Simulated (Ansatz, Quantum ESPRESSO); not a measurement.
# Mode couplings of Zr (P6_3/mmc) in a second program, part 3 of 3

Each step names its level of theory.

So far. Step 4 (Phonons and couplings with ph.x: Fermi–Dirac smearing …): The run did not finish in the time allowed, so it gives no couplings or resistivity. Step 5 (Second program, ground state): With these potentials, mesh and smearing the cell is at 0.23 GPa. The relaxed cell has a = 3.235, c = 5.164 Å (conventional setting).

**6. Phonons and couplings with ph.x: Fermi–Dirac smearing of 0.1 eV (run 2)**

Level of this step: DFT PBE, scalar-relativistic, plane waves, PseudoDojo norm-conserving pseudopotentials (Quantum ESPRESSO).

ph.x gives each mode's frequency and linewidth; λ of a mode follows from Gaussian double-delta sums over the k mesh, here at four widths.

Contents of ph.in:

```
phonons and couplings
 &inputph
    prefix='x',
    outdir='./tmp',
    tr2_ph=1.0d-15,
    fildyn='x.dyn',
    fildvscf='dvscf',
    ldisp=.true.,
    nq1=2,
    nq2=2,
    nq3=2,
    electron_phonon='simple',
    el_ph_ngauss=0,
    el_ph_sigma=0.00734986,
    el_ph_nsigma=4,
    alpha_mix(1)=0.5,
    amass(1)=91.224,
 /
```

Started as:

```console
$ OMP_NUM_THREADS=1 mpirun -n 4 ph.x -nk 4 -in ph.in > ph.x.log
```

Log:

```text
[banner, memory and clock lines left out]
Program PHONON v.7.5

     ./tmp/x.save/

     IMPORTANT: XC functional enforced from input :
     Exchange-correlation= PBE
                           (   1   4   3   4   0   0   0)
     Any further DFT definition will be discarded
     Please, verify this is what you really want

     G-vector sticks info

     Reading collected, re-writing distributed wavefunctions in ./tmp/

     Dynamical matrices for ( 2, 2, 2)  uniform grid of q-points
     (   4 q-points):
       N         xq(1)         xq(2)         xq(3)
       1   0.000000000   0.000000000   0.000000000
       2   0.000000000   0.000000000  -0.313180661
       3   0.000000000  -0.577350269   0.000000000
       4   0.000000000  -0.577350269  -0.313180661

     Number and degeneracy of irreps per q-point
       N         xq(1)         xq(2)         xq(3)   N irreps
       1   0.000000000   0.000000000   0.000000000       4
        1   2   1   2
       2   0.000000000   0.000000000  -0.313180661       2
        2   4
       3   0.000000000  -0.577350269   0.000000000       6
     No degeneracy
       4   0.000000000  -0.577350269  -0.313180661       3
        2   2   2

     Saving dvscf to file. Distribute only q points, not irreducible representations.

     Calculation of q =    0.0000000   0.0000000   0.0000000

     phonons and couplings

     bravais-lattice index     =            4
     lattice parameter (alat)  =       6.1125  a.u.
     unit-cell volume          =     315.7603 (a.u.)^3
     number of atoms/cell      =            2
     number of atomic types    =            1
     kinetic-energy cut-off    =      66.0000  Ry
     charge density cut-off    =     264.0000  Ry
     convergence threshold     =      1.0E-15
     beta                      =       0.5000
     number of iterations used =            4
     Exchange-correlation= PBE
                           (   1   4   3   4   0   0   0)

     celldm(1)=    6.11248  celldm(2)=    0.00000  celldm(3)=    1.59652
     celldm(4)=    0.00000  celldm(5)=    0.00000  celldm(6)=    0.00000

     crystal axes: (cart. coord. in units of alat)
               a(1) = (  1.0000  0.0000  0.0000 )
               a(2) = ( -0.5000  0.8660  0.0000 )
               a(3) = (  0.0000  0.0000  1.5965 )

     reciprocal axes: (cart. coord. in units 2 pi/alat)
               b(1) = (  1.0000  0.5774 -0.0000 )
               b(2) = (  0.0000  1.1547  0.0000 )
               b(3) = (  0.0000 -0.0000  0.6264 )

     Atoms inside the unit cell:

     Cartesian axes

     site n.  atom      mass           positions (alat units)
        1  Zr     91.2240   tau(    1) = (   -0.00000    0.57735    0.39913  )
        2  Zr     91.2240   tau(    2) = (    0.50000    0.28868    1.19739  )

     Computing dynamical matrix for
                    q = (   0.0000000   0.0000000   0.0000000 )

     25 Sym.Ops. (with q -> -q+G )

     G cutoff =  249.8497  (  22923 G-vectors)     FFT grid: ( 32, 32, 54)

     number of k points=    30  Fermi-Dirac smearing, width (Ry)=  0.0073

     PseudoPot. # 1 for Zr read from file:
     ./pseudo/Zr.upf
     Pseudo is Norm-conserving + core correction, Zval = 12.0
     Using radial grid of 1622 points,  6 beta functions with:
                l(1) =   0
                l(2) =   0
                l(3) =   1
                l(4) =   1
                l(5) =   2
                l(6) =   2

     Mode symmetry, D_6h(6/mmm) point group:

     Atomic displacements:
     There are    4 irreducible representations

     Representation     1      1 modes -  To be done

     Representation     2      2 modes -  To be done

     Representation     3      1 modes -  To be done

     Representation     4      2 modes -  To be done

     Alpha used in Ewald sum =   2.5000

     Representation #   1 mode #   1

     Self-consistent Calculation

     Pert. #  1: Fermi energy shift (Ry) =     0.0000E+00     0.0000E+00

      thresh= 1.000E-02 alpha_mix =  0.500 |ddv_scf|^2 =  3.462E-04

     Pert. #  1: Fermi energy shift (Ry) =     0.0000E+00     0.0000E+00

      thresh= 1.861E-03 alpha_mix =  0.500 |ddv_scf|^2 =  3.599E-04

     Pert. #  1: Fermi energy shift (Ry) =     0.0000E+00     0.0000E+00

      thresh= 1.897E-03 alpha_mix =  0.500 |ddv_scf|^2 =  3.261E-08

     Pert. #  1: Fermi energy shift (Ry) =     0.0000E+00     0.0000E+00

      thresh= 1.806E-05 alpha_mix =  0.500 |ddv_scf|^2 =  2.212E-09

     Pert. #  1: Fermi energy shift (Ry) =     0.0000E+00     0.0000E+00

      thresh= 4.704E-06 alpha_mix =  0.500 |ddv_scf|^2 =  5.974E-11

     Pert. #  1: Fermi energy shift (Ry) =     0.0000E+00     0.0000E+00

      thresh= 7.729E-07 alpha_mix =  0.500 |ddv_scf|^2 =  1.131E-12

     Pert. #  1: Fermi energy shift (Ry) =     0.0000E+00     0.0000E+00

      thresh= 1.064E-07 alpha_mix =  0.500 |ddv_scf|^2 =  8.837E-15

     Pert. #  1: Fermi energy shift (Ry) =     0.0000E+00     0.0000E+00

      thresh= 9.401E-09 alpha_mix =  0.500 |ddv_scf|^2 =  1.205E-15

     Pert. #  1: Fermi energy shift (Ry) =     0.0000E+00     0.0000E+00

      thresh= 3.471E-09 alpha_mix =  0.500 |ddv_scf|^2 =  3.973E-16

     End of self-consistent calculation

     Convergence has been achieved

     Representation #   2 modes #   2   3

     Self-consistent Calculation

     Pert. #  1: Fermi energy shift (Ry) =    -9.9385E-20     6.6963E-42
     Pert. #  2: Fermi energy shift (Ry) =     4.0658E-20     1.9132E-42

      thresh= 1.000E-02 alpha_mix =  0.500 |ddv_scf|^2 =  1.718E-06

     Pert. #  1: Fermi energy shift (Ry) =    -8.7640E-19    -9.5662E-43
     Pert. #  2: Fermi energy shift (Ry) =    -4.5175E-21     0.0000E+00

      thresh= 1.311E-04 alpha_mix =  0.500 |ddv_scf|^2 =  3.026E-08

     Pert. #  1: Fermi energy shift (Ry) =    -1.6715E-19    -3.8265E-42
     Pert. #  2: Fermi energy shift (Ry) =     4.5175E-21     9.5662E-43

      thresh= 1.739E-05 alpha_mix =  0.500 |ddv_scf|^2 =  2.078E-09

     Pert. #  1: Fermi energy shift (Ry) =     1.8070E-20    -2.2720E-42
[...]
thresh= 4.558E-06 alpha_mix =  0.500 |ddv_scf|^2 =  1.492E-11

[...]
thresh= 3.863E-07 alpha_mix =  0.500 |ddv_scf|^2 =  8.519E-14

[...]
thresh= 2.919E-08 alpha_mix =  0.500 |ddv_scf|^2 =  1.111E-14

[...]
thresh= 1.054E-08 alpha_mix =  0.500 |ddv_scf|^2 =  4.734E-17

     End of self-consistent calculation

     Convergence has been achieved

     Representation #   3 mode #   4

     Self-consistent Calculation

[...]
End of self-consistent calculation

     Convergence has been achieved

     Representation #   4 modes #   5   6

[...]
DOS = 14.684302 states/spin/Ry/Unit Cell at Ef= 13.984440 eV
     double delta at Ef =472.045469
[...]
Calculation of q =    0.0000000  -0.5773503  -0.3131807

     G-vector sticks info

     Title:
     phonons and couplings

     bravais-lattice index     =            4
     lattice parameter (alat)  =       6.1125  a.u.
     unit-cell volume          =     315.7603 (a.u.)^3
     number of atoms/cell      =            2
     number of atomic types    =            1
     number of electrons       =        24.00
     number of Kohn-Sham states=           22
     kinetic-energy cutoff     =      66.0000  Ry
     charge density cutoff     =     264.0000  Ry
     Exchange-correlation= PBE
                           (   1   4   3   4   0   0   0)

     celldm(1)=   6.112478  celldm(2)=   0.000000  celldm(3)=   1.596523
     celldm(4)=   0.000000  celldm(5)=   0.000000  celldm(6)=   0.000000

     crystal axes: (cart. coord. in units of alat)
               a(1) = (   1.000000   0.000000   0.000000 )
               a(2) = (  -0.500000   0.866025   0.000000 )
               a(3) = (   0.000000   0.000000   1.596523 )

     reciprocal axes: (cart. coord. in units 2 pi/alat)
               b(1) = (  1.000000  0.577350 -0.000000 )
               b(2) = (  0.000000  1.154701  0.000000 )
               b(3) = (  0.000000 -0.000000  0.626361 )

     PseudoPot. # 1 for Zr read from file:
     ./pseudo/Zr.upf
     Pseudo is Norm-conserving + core correction, Zval = 12.0
     Using radial grid of 1622 points,  6 beta functions with:
[...]
l(5) =   2
                l(6) =   2

     atomic species   valence    mass     pseudopotential
     Zr               12.00    91.22400     Zr( 1.00)

     24 Sym. Ops., with inversion, found

   Cartesian axes

     site n.     atom                  positions (alat units)
         1        Zr     tau(   1) = (  -0.0000000   0.5773503   0.3991306  )
         2        Zr     tau(   2) = (   0.5000000   0.2886751   1.1973919  )

     number of k points=   126  Fermi-Dirac smearing, width (Ry)=  0.0073

     Number of k-points >= 100: set verbosity='high' to print them.

     Dense  grid:    22923 G-vectors     FFT dimensions: (  32,  32,  54)

     The potential is recalculated from file :
     ./tmp/_ph0/x.q_4/x.save/charge-density

     Starting wfcs are   20 atomic +    2 random wfcs

     Band Structure Calculation
     Davidson diagonalization with overlap

     ethr =  4.17E-11,  avg # of iterations = 14.2

     End of band structure calculation

     Number of k-points >= 100: set verbosity='high' to print the bands.

     the Fermi energy is    14.0343 ev

     Writing config to output data dir ./tmp/_ph0/x.q_4/x.save/ :
     XML data file

     phonons and couplings

     bravais-lattice index     =            4
     lattice parameter (alat)  =       6.1125  a.u.
     unit-cell volume          =     315.7603 (a.u.)^3
     number of atoms/cell      =            2
     number of atomic types    =            1
     kinetic-energy cut-off    =      66.0000  Ry
     charge density cut-off    =     264.0000  Ry
     convergence threshold     =      1.0E-15
     beta                      =       0.5000
     number of iterations used =            4
     Exchange-correlation= PBE
                           (   1   4   3   4   0   0   0)

     celldm(1)=    6.11248  celldm(2)=    0.00000  celldm(3)=    1.59652
     celldm(4)=    0.00000  celldm(5)=    0.00000  celldm(6)=    0.00000

     crystal axes: (cart. coord. in units of alat)
               a(1) = (  1.0000  0.0000  0.0000 )
               a(2) = ( -0.5000  0.8660  0.0000 )
               a(3) = (  0.0000  0.0000  1.5965 )

     reciprocal axes: (cart. coord. in units 2 pi/alat)
               b(1) = (  1.0000  0.5774 -0.0000 )
               b(2) = (  0.0000  1.1547  0.0000 )
               b(3) = (  0.0000 -0.0000  0.6264 )

     Atoms inside the unit cell:

     Cartesian axes

     site n.  atom      mass           positions (alat units)
        1  Zr     91.2240   tau(    1) = (   -0.00000    0.57735    0.39913  )
        2  Zr     91.2240   tau(    2) = (    0.50000    0.28868    1.19739  )

     Computing dynamical matrix for
                    q = (   0.0000000  -0.5773503  -0.3131807 )

      9 Sym.Ops. (with q -> -q+G )

     G cutoff =  249.8497  (  22923 G-vectors)     FFT grid: ( 32, 32, 54)

     number of k points=   126  Fermi-Dirac smearing, width (Ry)=  0.0073

     PseudoPot. # 1 for Zr read from file:
     ./pseudo/Zr.upf
     Pseudo is Norm-conserving + core correction, Zval = 12.0
     Using radial grid of 1622 points,  6 beta functions with:
                l(1) =   0
                l(2) =   0
                l(3) =   1
                l(4) =   1
                l(5) =   2
                l(6) =   2

     Atomic displacements:
     There are    3 irreducible representations

     Representation     1      2 modes -  To be done

     Representation     2      2 modes -  To be done

     Representation     3      2 modes -  To be done

     Alpha used in Ewald sum =   2.5000

     Representation #   1 modes #   1   2

     Self-consistent Calculation

[...]
End of self-consistent calculation

     Convergence has been achieved

     Representation #   2 modes #   3   4

     Self-consistent Calculation

[...]
thresh= 5.606E-09 alpha_mix =  0.500 |ddv_scf|^2 =  3.915E-16

     End of self-consistent calculation

     Convergence has been achieved

     Representation #   3 modes #   5   6

     Self-consistent Calculation

      thresh= 1.000E-02 alpha_mix =  0.500 |ddv_scf|^2 =  2.570E-06

      thresh= 1.603E-04 alpha_mix =  0.500 |ddv_scf|^2 =  1.556E-08

      thresh= 1.248E-05 alpha_mix =  0.500 |ddv_scf|^2 =  2.530E-09

      thresh= 5.030E-06 alpha_mix =  0.500 |ddv_scf|^2 =  3.133E-11

      thresh= 5.597E-07 alpha_mix =  0.500 |ddv_scf|^2 =  8.126E-13

      thresh= 9.015E-08 alpha_mix =  0.500 |ddv_scf|^2 =  1.534E-14

      thresh= 1.238E-08 alpha_mix =  0.500 |ddv_scf|^2 =  9.890E-16

     End of self-consistent calculation

     Convergence has been achieved

     Number of q in the star =    3
     List of q in the star:
          1   0.000000000  -0.577350269  -0.313180661
          2   0.500000000   0.288675135   0.313180661
          3  -0.500000000   0.288675135   0.313180661

     Diagonalizing the dynamical matrix

     q = (    0.000000000  -0.577350269  -0.313180661 )

 **************************************************************************
     freq (    1) =       3.528690 [THz] =     117.704436 [cm-1]
     freq (    2) =       3.528690 [THz] =     117.704436 [cm-1]
     freq (    3) =       3.750263 [THz] =     125.095313 [cm-1]
     freq (    4) =       3.750263 [THz] =     125.095313 [cm-1]
     freq (    5) =       5.443981 [THz] =     181.591660 [cm-1]
     freq (    6) =       5.443981 [THz] =     181.591660 [cm-1]
 **************************************************************************

     Gaussian Broadening:   0.007 Ry, ngauss=   0
     DOS =  9.128520 states/spin/Ry/Unit Cell at Ef= 14.088188 eV
     double delta at Ef = 81.040209
[...]
Gaussian Broadening:   0.015 Ry, ngauss=   0
     DOS = 12.248109 states/spin/Ry/Unit Cell at Ef= 14.055212 eV
     double delta at Ef =212.324445
[...]
Gaussian Broadening:   0.022 Ry, ngauss=   0
     DOS = 13.418323 states/spin/Ry/Unit Cell at Ef= 14.013841 eV
     double delta at Ef =292.008687
[...]
lambda(    5)=  0.0989   gamma=   37.55 GHz
     lambda(    6)=  0.0989   gamma=   37.55 GHz

     Gaussian Broadening:   0.029 Ry, ngauss=   0
     DOS = 14.684302 states/spin/Ry/Unit Cell at Ef= 13.984440 eV
     double delta at Ef =392.123682
     lambda(    1)=  0.0861   gamma=   15.04 GHz
     lambda(    2)=  0.0861   gamma=   15.04 GHz
     lambda(    3)=  0.0956   gamma=   18.86 GHz
     lambda(    4)=  0.0956   gamma=   18.86 GHz
     lambda(    5)=  0.1004   gamma=   41.73 GHz
     lambda(    6)=  0.1004   gamma=   41.73 GHz
```

It took 6 min on 4 MPI ranks of Arm Neoverse V2, shared host.

Numbers from this step:

```yaml
highest_frequency_solved_or_plainly_interpolated: 181.6 cm⁻¹
omega_log_against_width: 9.688, 10.98, 11.8, 12.4 meV, at widths 0.1 to 0.4 eV
```

As ph.x prints them, no sum rule imposed; at the zone centre the sum is no linewidth. Double-delta sums:

| q1 | q2 | q3 | star | mode | omega (meV) | lambda_q, sigma 0.1 eV | lambda_q, sigma 0.2 eV | lambda_q, sigma 0.3 eV | lambda_q, sigma 0.4 eV | half width at sigma 0.2 (meV) |
| --- | --- | --- | --- | --- | --- | --- | --- | --- | --- | --- |
| 0 | 0 | 0 | 1 | 1 | 0.2608 | 0 | 0 | 0 | 0 | 0 |
| 0 | 0 | 0 | 1 | 2 | 0.2608 | 0 | 0 | 0 | 0 | 0 |
| 0 | 0 | 0 | 1 | 3 | 0.4132 | 0 | 0 | 0 | 0 | 0 |
| 0 | 0 | 0 | 1 | 4 | 9.026 | 1.116 | 0.685 | 0.493 | 0.3858 | 0.1578 |
| 0 | 0 | 0 | 1 | 5 | 9.026 | 1.116 | 0.685 | 0.493 | 0.3858 | 0.1578 |
| 0 | 0 | 0 | 1 | 6 | 20.12 | 1.127 | 0.2835 | 0.2015 | 0.1924 | 0.3246 |
| 0 | 0 | -0.5 | 1 | 1 | 6.543 | 0.5255 | 0.3963 | 0.2735 | 0.2211 | 0.04797 |
| 0 | 0 | -0.5 | 1 | 2 | 6.543 | 0.5255 | 0.3963 | 0.2735 | 0.2211 | 0.04797 |
| 0 | 0 | -0.5 | 1 | 3 | 6.543 | 0.5255 | 0.3963 | 0.2735 | 0.2211 | 0.04797 |
| 0 | 0 | -0.5 | 1 | 4 | 6.543 | 0.5255 | 0.3963 | 0.2735 | 0.2211 | 0.04797 |
| 0 | 0 | -0.5 | 1 | 5 | 17.04 | 0.0256 | 0.0349 | 0.0733 | 0.0899 | 0.02866 |
| 0 | 0 | -0.5 | 1 | 6 | 17.04 | 0.0256 | 0.0349 | 0.0733 | 0.0899 | 0.02866 |
| 0 | -0.5 | 0 | 3 | 1 | 8.481 | 0.1596 | 0.417 | 0.3516 | 0.312 | 0.08482 |
| 0 | -0.5 | 0 | 3 | 2 | 9.642 | 0.1114 | 0.2236 | 0.2148 | 0.2511 | 0.05877 |
| 0 | -0.5 | 0 | 3 | 3 | 18.82 | 0.0045 | 0.015 | 0.0291 | 0.0452 | 0.01501 |
| 0 | -0.5 | 0 | 3 | 4 | 19.39 | 0.0163 | 0.0585 | 0.0704 | 0.0813 | 0.0622 |
| 0 | -0.5 | 0 | 3 | 5 | 20.43 | 0.0178 | 0.0767 | 0.1032 | 0.1247 | 0.09053 |
| 0 | -0.5 | 0 | 3 | 6 | 21.58 | 0.1237 | 0.1083 | 0.082 | 0.0779 | 0.1427 |
| 0 | -0.5 | -0.5 | 3 | 1 | 14.59 | 0.0117 | 0.06 | 0.0751 | 0.0861 | 0.03615 |
| 0 | -0.5 | -0.5 | 3 | 2 | 14.59 | 0.0117 | 0.06 | 0.0751 | 0.0861 | 0.03615 |
| 0 | -0.5 | -0.5 | 3 | 3 | 15.51 | 0.0372 | 0.0705 | 0.0782 | 0.0956 | 0.04793 |
| 0 | -0.5 | -0.5 | 3 | 4 | 15.51 | 0.0372 | 0.0705 | 0.0782 | 0.0956 | 0.04793 |
| 0 | -0.5 | -0.5 | 3 | 5 | 22.51 | 0.0687 | 0.1075 | 0.0989 | 0.1004 | 0.1541 |
| 0 | -0.5 | -0.5 | 3 | 6 | 22.51 | 0.0687 | 0.1075 | 0.0989 | 0.1004 | 0.1541 |

Mean over the q mesh without its centre; few wavevectors enter, so none of the widths can be taken as converged. Table of coupling constant λ, lambda by Gaussian width:

| Gaussian width (eV) | coupling constant λ, lambda |
| --- | --- |
| 0.100 | 0.594 |
| 0.200 | 0.826 |
| 0.300 | 0.758 |
| 0.400 | 0.776 |

λ runs from 0.594 at 0.1 eV to 0.776 at 0.4 eV.

**7. Outcome**

- phonon run of the rows without a label of their own: PBE, q 2×2×2, k 8×8×4
- coupling λ by Gaussian sums at 0.2 eV, Quantum ESPRESSO, PseudoDojo, cutoff 898 eV, q 2×2×2, k 8×8×4: 0.826

Under gradient-corrected functionals ph.x can misplace modes where the density is low; no frozen-phonon run checks these frequencies. In the last run that gave them, λ from the Gaussian sums still varies by a factor of 1.4 between widths of 0.1 and 0.4 eV; these sums hold few wavevectors and leave out the zone centre.

[Logs are printed without paths, hosts, clocks, repeated set-up lines and the standing remarks that a program may print on its own settings, such as how far it seeks lower states.]

[Hosts, paths, dates, database ids (printed as entryN), source tags and the programs' standing remarks are cut or masked in the printed files.]
